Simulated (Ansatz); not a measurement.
Rows from a G0W0 calculation on MgH2 (P4_2/mnm) (Ansatz 0.2.0; G0W0 on PBE, plane waves, norm-conserving pseudopotentials; 4×4×4 mesh, 139 empty bands, screening to 100 eV, norm-conserving files), in eV. Spin-orbit coupling is left out.

| row | Σx | Σc | Vxc | Z |
| --- | --- | --- | --- | --- |
| A | -4.59 | -3.61 | -8.76 | 0.81 |
| B | -15.27 | 2.25 | -11.71 | 0.77 |
| C | -5.25 | -3.64 | -9.51 | 0.81 |
| D | -15.35 | 2.63 | -11.32 | 0.76 |
| E | -3.95 | -3.87 | -8.37 | 0.80 |
| F | -15.07 | 2.56 | -11.12 | 0.76 |

Q: Which rows are filled states and which are empty ones, and how can one tell?

Filled: B, D and F. Empty: A, C and E. The sign of Σc tells: for a filled state bare exchange, which holds its interaction with itself, lies below Vxc (Σx − Vxc is -3.6 eV or lower here) and screening gives part back as a positive Σc. For an empty state Σx lies above Vxc (+4.2 eV or more) and the Coulomb hole leaves Σc negative.

[Runs of the session that timed out or met a known fault of the program may be left out.]

[Cells called generated may have been cut or substituted from an entry of the Crystallography Open Database or the Materials Project.]

[Hosts, paths, dates, database ids (printed as entryN), source tags and the programs' standing remarks are cut or masked in the printed files.]
